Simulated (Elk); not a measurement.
# Magnetic state of FeGe from several starts

Wanted: the moments of FeGe and the energy of each order that was tried.

Program: Elk 11.2.3 (patched build). Level of theory: PBEsol; all-electron APW+lo, Dirac cores, scalar-relativistic bands. Results are calculated unless marked as measured.

## Step 1: Starting point

Symmetry: P6/mmm, No. 191, hexagonal system. Conventional cell: a = 4.998 Å, b = 4.998 Å, c = 4.116 Å, α = 90.00°, β = 90.00°, γ = 120.00°. Fe has 4 Fe at 2.50 Å and 6 Ge at 2.50 to 2.51 Å nearest. Ge has 6 Fe at 2.50 Å nearest. Nearest to Ge lie 6 Fe at 2.51 Å. Farther neighbours are not listed.

The cell comes from a database of computed structures and need not be the stable phase.

## Step 2: Order 1, typed as ferro +++

The parallel start comes first: it fits the smallest cell, keeps the most symmetry and shows whether parallel moments form.

Moments are seeded by fields in the spheres (the last three columns under atoms), set against the wanted direction and reduced each loop.

Contents of elk.in:

```
tasks
  0

xctype
  22

reducebf
  0.5

epsengy
  1e-05

maxscl
  100

rgkmax
  7.0

nempty
  8

swidth
  0.003

lmaxi
  3

spinpol
  .true.

sppath
  './'

avec
  9.44409969445 0.00000000000 0.00000000000
  -4.72204984723 8.17883025124 0.00000000000
  0.00000000000 0.00000000000 7.77766174582

atoms
  2
  'Fe.in'
  3
  0.5000000000 0.0000000000 0.0000000000   0.000000 0.000000 -0.210000
  0.5000000000 0.5000000000 0.0000000000   0.000000 0.000000 -0.210000
  0.0000000000 0.5000000000 0.0000000000   0.000000 0.000000 -0.210000
  'Ge.in'
  3
  0.0000000000 0.0000000000 0.0000000000   0.000000 0.000000 0.000000
  0.3333333300 0.6666666700 0.5000000000   0.000000 0.000000 0.000000
  0.6666666700 0.3333333300 0.5000000000   0.000000 0.000000 0.000000

ngridk
  6 6 6
```

The run is started by

```bash
$ OMP_NUM_THREADS=4 elk
```

Numbers of over 12 decimals in the logs are rounded to 6 here.

The log of the run:

```text
Warning(init1): few empty states an atom for a second variation :    8.000000000
 they are its basis, with spin, DFT+U, afieldc (12 by default), in Hartree-Fock and RDMFT; 30 and more for pressures
Warning(gndstate): core states of species 2 leak from the muffin-tin :   0.4894021269E-03

--- INFO.OUT ---
┌─────────────────────────┐
│ Elk code version 11.2.3 │
└─────────────────────────┘

All units are atomic (Hartree, Bohr, etc.)

┌─────────────────────────────────────────────────┐
│ Ground-state run starting from atomic densities │
└─────────────────────────────────────────────────┘

Lattice vectors :
   9.444099694       0.000000000       0.000000000
  -4.722049847       8.178830251       0.000000000
   0.000000000       0.000000000       7.777661746

Reciprocal lattice vectors :
  0.6653027298      0.3841127101      -0.000000000
   0.000000000      0.7682254203       0.000000000
   0.000000000      -0.000000000      0.8078501628

Unit cell volume      :    600.7597241
Brillouin zone volume :   0.4128942129

Muffin-tin inner radius fraction :   0.1000000000E-01

Nuclei treated as point charges

Species : 1 (Fe)
 parameters loaded from : Fe.in
 name : iron
 nuclear charge    :   -26.00000000
 electronic charge :    26.00000000
 atomic mass :    101799.2075
 muffin-tin radius :    2.336024924
 number of radial points in muffin-tin :    993
 inner part over the whole radius :   0.9975523402E-02
 number on inner part of muffin-tin    :    700
 approximate nuclear radius :   0.7160107270E-04
 number of mesh points to nuclear radius :    332
 atomic positions (lattice), magnetic fields (Cartesian) :
  1 :   0.00000000  0.00000000  0.00000000    0.00000000  0.00000000 -0.21000000
  2 :   0.00000000  0.50000000  0.00000000    0.00000000  0.00000000 -0.21000000
  3 :   0.50000000  0.50000000  0.00000000    0.00000000  0.00000000 -0.21000000

Species : 2 (Ge)
 parameters loaded from : Ge.in
 name : germanium
 nuclear charge    :   -32.00000000
 electronic charge :    32.00000000
 atomic mass :    132414.6196
 muffin-tin radius :    2.336024924
 number of radial points in muffin-tin :    993
 inner part over the whole radius :   0.9985464432E-02
 number on inner part of muffin-tin    :    702
 approximate nuclear radius :   0.7637961215E-04
 number of mesh points to nuclear radius :    341
 atomic positions (lattice), magnetic fields (Cartesian) :
  1 :   0.50000000  0.00000000  0.00000000    0.00000000  0.00000000  0.00000000
  2 :  -0.16666667 -0.33333333  0.50000000    0.00000000  0.00000000  0.00000000
  3 :   0.16666667  0.33333333  0.50000000    0.00000000  0.00000000  0.00000000

Total number of atoms per unit cell :    6
Total muffin-tin volume :    320.3850746
 ratio of muffin-tin to unit cell volume :   0.5332998563

Spin treatment :
 spin-polarised
 global magnetic field (Cartesian) :    0.000000000       0.000000000       0.000000000
 collinear magnetisation in z-direction

Number of Bravais lattice symmetries :   24
Number of crystal symmetries         :   24
Crystal has inversion symmetry
Real symmetric eigensolver will be used

k-point grid :      6     6     6
k-point offset :    0.000000000       0.000000000       0.000000000
k-point set is reduced with full crystal symmetry group
Total number of k-points :       28

Muffin-tin radius times maximum |G+k| :    7.000000000
 using average radius
Maximum |G+k| for APW functions       :    2.996543371
Maximum (1/2)|G+k|²                   :    4.489636088
Maximum |G| for potential and density :    12.00000000
Constant for pseudocharge density :    7
 order of it for each species :   14  14
 order of it for pair densities of each species (exact exchange by exxq0 0: 14) :   10  10
Radial integration step length :    1

G-vector grid sizes :     40    40    30
Number of G-vectors :    17501

Maximum angular momentum used for
 APW functions            :    8
 outer part of muffin-tin :    6
 inner part of muffin-tin :    3

Total nuclear charge    :   -174.0000000
Total core charge       :    84.00000000
Total valence charge    :    90.00000000
Total excess charge     :    0.000000000
Total electronic charge :    174.0000000

Effective Wigner radius, rₛ :   0.9376073083

Number of empty states         :     48
Total number of valence states :    188
Total number of core states    :     84

Third-order local-orbitals added for an l without core states : T
Total number of local-orbitals :    129

Exchange-correlation functional :     22     0     0
 PBEsol, Phys. Rev. Lett. 100, 136406 (2008)
 gradient requirement :    1
 generalised gradient approximation (GGA)

Smearing type :    3
 Fermi-Dirac
Smearing width :   0.3000000000E-02
Effective electronic temperature (K) :    947.3250744

Mixing type :    3
 Broyden mixing, J. Phys. A: Math. Gen. 17, L317 (1984)

Kohn-Sham potential initialised from atomic data

┌──────────────────────────────┐
│ Self-consistent loop started │
└──────────────────────────────┘

┌─────────────────┐
│ Loop number : 1 │
└─────────────────┘

Energies :
 Fermi                       :     0.149830
 sum of occupied eigenvalues :     -5840.7408512478
 electron kinetic            :      10294.608501898
 core electron kinetic       :      9397.1058830850
 Coulomb                     :     -20002.855651056
 Coulomb potential           :     -15579.206242078
 nuclear-nuclear             :     -1509.5448382525
 electron-nuclear            :     -21454.802450106
 Hartree                     :      2961.4916373028
 Madelung                    :     -12213.252530017
 xc potential                :     -555.85765142258
 xc effective B-field        :    -0.197956
 external B-field            :      0.000000
 exchange                    :     -390.36751510263
 correlation                 :     -9.532936
 electron entropic           :    -0.37256365997411E-02
 total energy                :     -10108.151325937
 (external B-field energy excluded from total)

Density of states at Fermi energy :    122.2345542
 (states/Hartree/unit cell)

Estimated indirect band gap :   0.7073650293E-03
 from k-point 17 to k-point 20
Estimated direct band gap   :   0.4679244838E-02
 at k-point 20

Charges :
 core                        :    84.00000000
 valence                     :    90.00000000
 interstitial                :    6.638510125
 muffin-tins (core leakage)
  species : 1 (Fe)
   atom 1                    :    25.73187331     ( -0.2242533981E-06)
   atom 2                    :    25.73187331     ( -0.2242533981E-06)
   atom 3                    :    25.73187331     ( -0.2242533981E-06)
  species : 2 (Ge)
   atom 1                    :    30.00107992     (  0.5156019940E-03)
[...]
┌─────────────────┐
│ Loop number : 2 │
└─────────────────┘

Energies :
 Fermi                       :     0.153434
 sum of occupied eigenvalues :     -5840.4515763527
 electron kinetic            :      10299.044171016
 core electron kinetic       :      9399.8649022885
 Coulomb                     :     -20002.268256097
 Coulomb potential           :     -15580.065575380
 nuclear-nuclear             :     -1509.5448382525
 electron-nuclear            :     -21452.738946713
 Hartree                     :      2960.0155288682
 Madelung                    :     -12212.235468407
 xc potential                :     -559.15816547154
 xc effective B-field        :    -0.201026
 external B-field            :      0.000000
 exchange                    :     -390.28306610008
 correlation                 :     -9.531933
 electron entropic           :    -0.36551831199605E-02
 total energy                :     -10103.042739127
 (external B-field energy excluded from total)

Density of states at Fermi energy :    119.8463584
 (states/Hartree/unit cell)

Estimated indirect band gap :   0.9555020065E-03
 from k-point 3 to k-point 20
Estimated direct band gap   :   0.4729674835E-02
 at k-point 10

Charges :
 core                        :    84.00000000
 valence                     :    90.00000000
 interstitial                :    6.684747906
 muffin-tins (core leakage)
  species : 1 (Fe)
   atom 1                    :    25.69781866     ( -0.2242529540E-06)
   atom 2                    :    25.69781866     ( -0.2242529540E-06)
   atom 3                    :    25.69781866     ( -0.2242529540E-06)
  species : 2 (Ge)
   atom 1                    :    30.01890558     (  0.5147606740E-03)
   atom 2                    :    30.10144527     (  0.5180554424E-03)
   atom 3                    :    30.10144527     (  0.5180554424E-03)
 total in muffin-tins        :    167.3152521
 total calculated charge     :    173.9971094
 total charge                :    174.0000000
 error                       :   0.2890643779E-02

Moments :
 interstitial                :  -0.1856208507
 muffin-tins
  species : 1 (Fe)
   atom 1                    :    1.819153389
   atom 2                    :    1.819153389
   atom 3                    :    1.819153389
  species : 2 (Ge)
   atom 1                    :  -0.1063190470
   atom 2                    :  -0.6706490924E-01
   atom 3                    :  -0.6706490924E-01
 total in muffin-tins        :    5.217011303
 total moment                :    5.031390452

RMS change in Kohn-Sham potential (target) :    4.905028673     (  0.1000000000E-05)
Absolute change in total energy (target)   :    5.108586810     (  0.1000000000E-04)

[... loops 3 to 17 left out ...]

┌──────────────────┐
│ Loop number : 18 │
└──────────────────┘

Energies :
 Fermi                       :     0.292865
 sum of occupied eigenvalues :     -5824.1359989548
 electron kinetic            :      10290.701993488
 core electron kinetic       :      9397.9224736982
 Coulomb                     :     -19999.402924516
 Coulomb potential           :     -15591.853712273
 nuclear-nuclear             :     -1509.5448382525
 electron-nuclear            :     -21434.698003720
 Hartree                     :      2944.8399174569
 Madelung                    :     -12203.476068380
 xc potential                :     -522.84652496697
 xc effective B-field        :    -0.137755
 external B-field            :      0.000000
 exchange                    :     -389.42424723942
 correlation                 :     -9.525691
 electron entropic           :    -0.36633756006190E-02
 total energy                :     -10107.654532870
 (external B-field energy excluded from total)

Density of states at Fermi energy :    119.1878523
 (states/Hartree/unit cell)

Estimated indirect band gap :   0.6458371047E-03
 from k-point 23 to k-point 28
Estimated direct band gap   :   0.8949345518E-03
 at k-point 12

Charges :
 core                        :    84.00000000
 valence                     :    90.00000000
 interstitial                :    7.374763152
 muffin-tins (core leakage)
  species : 1 (Fe)
   atom 1                    :    25.12640003     ( -0.2242533945E-06)
   atom 2                    :    25.12640003     ( -0.2242533945E-06)
   atom 3                    :    25.12640003     ( -0.2242533945E-06)
  species : 2 (Ge)
   atom 1                    :    30.38891891     (  0.4870389177E-03)
   atom 2                    :    30.42855892     (  0.4894021772E-03)
   atom 3                    :    30.42855892     (  0.4894021772E-03)
 total in muffin-tins        :    166.6252368
 total calculated charge     :    173.9972931
 total charge                :    174.0000000
 error                       :   0.2706939096E-02

Moments :
 interstitial                :  -0.9660502228E-01
 muffin-tins
  species : 1 (Fe)
   atom 1                    :    1.468296809
   atom 2                    :    1.468296809
   atom 3                    :    1.468296809
  species : 2 (Ge)
   atom 1                    :  -0.9112056712E-01
   atom 2                    :  -0.5763793005E-01
   atom 3                    :  -0.5763793005E-01
 total in muffin-tins        :    4.198493999
 total moment                :    4.101888977

RMS change in Kohn-Sham potential (target) :   0.3181394250E-06 (  0.1000000000E-05)
Absolute change in total energy (target)   :   0.8596311091E-05 (  0.1000000000E-04)

Convergence targets achieved

┌──────────────────┐
│ Loop number : 19 │
└──────────────────┘

Energies :
 Fermi                       :     0.292865
 sum of occupied eigenvalues :     -5824.1359934358
 electron kinetic            :      10290.701997109
 core electron kinetic       :      9397.9224796661
 Coulomb                     :     -19999.402923532
 Coulomb potential           :     -15591.853709615
 nuclear-nuclear             :     -1509.5448382525
 electron-nuclear            :     -21434.698004935
 Hartree                     :      2944.8399196564
 Madelung                    :     -12203.476068724
 xc potential                :     -522.84652768049
 xc effective B-field        :    -0.137755
 external B-field            :      0.000000
 exchange                    :     -389.42424700377
 correlation                 :     -9.525691
 electron entropic           :    -0.36633892471941E-02
 total energy                :     -10107.654528082
 (external B-field energy excluded from total)

Density of states at Fermi energy :    119.1882485
 (states/Hartree/unit cell)

Estimated indirect band gap :   0.6456514802E-03
 from k-point 23 to k-point 28
Estimated direct band gap   :   0.8953126253E-03
 at k-point 12

Charges :
 core                        :    84.00000000
 valence                     :    90.00000000
 interstitial                :    7.374763100
 muffin-tins (core leakage)
  species : 1 (Fe)
   atom 1                    :    25.12640027     ( -0.2242529469E-06)
   atom 2                    :    25.12640027     ( -0.2242529469E-06)
   atom 3                    :    25.12640027     ( -0.2242529469E-06)
  species : 2 (Ge)
   atom 1                    :    30.38891838     (  0.4870389549E-03)
   atom 2                    :    30.42855886     (  0.4894021269E-03)
   atom 3                    :    30.42855886     (  0.4894021269E-03)
 total in muffin-tins        :    166.6252369
 total calculated charge     :    173.9972931
 total charge                :    174.0000000
 error                       :   0.2706936034E-02

Moments :
 interstitial                :  -0.9660234496E-01
 muffin-tins
  species : 1 (Fe)
   atom 1                    :    1.468293834
   atom 2                    :    1.468293834
   atom 3                    :    1.468293834
  species : 2 (Ge)
   atom 1                    :  -0.9112043942E-01
   atom 2                    :  -0.5763712369E-01
   atom 3                    :  -0.5763712369E-01
 total in muffin-tins        :    4.198486814
 total moment                :    4.101884469

┌──────────────────────────────┐
│ Self-consistent loop stopped │
└──────────────────────────────┘

Warning : core states of species 2 leak from the muffin-tin :   0.4894021269E-03

Wrote STATE.OUT
```

Elapsed: 3.8 min, on 4 threads of Arm Neoverse V2, shared host; peak memory 0.55 GiB.

Spin moment in the muffin-tin sphere by atom:

| atom | spin moment in the muffin-tin sphere (μB) |
| --- | --- |
| Fe1 | 1.47 |
| Fe2 | 1.47 |
| Fe3 | 1.47 |
| Ge4 | -0.09 |
| Ge5 | -0.06 |
| Ge6 | -0.06 |

Numbers from this step:

| Property | Result |
| --- | --- |
| density of states at the Fermi level | 4.380 states/eV/cell |
| moment between the spheres | -0.09660 μB |
| magnetization | 4.102 μB |
| final state | ferromagnetic |

After 19 cycles the largest moment stands at 1.47 μB.

[end of part 1 of 3]

[Logs and program files are shortened in this print: banners, set-up blocks, solver, clock and traceback lines can be left out without a mark of their own.]

[Logs are printed without paths, hosts, clocks, repeated set-up lines and the standing remarks that a program may print on its own settings, such as how far it seeks lower states.]

[Hosts, paths, dates, database ids (printed as entryN), source tags and the programs' standing remarks are cut or masked in the printed files.]

[Where a cell is said to come from a database of computed structures, the database is the Materials Project.]
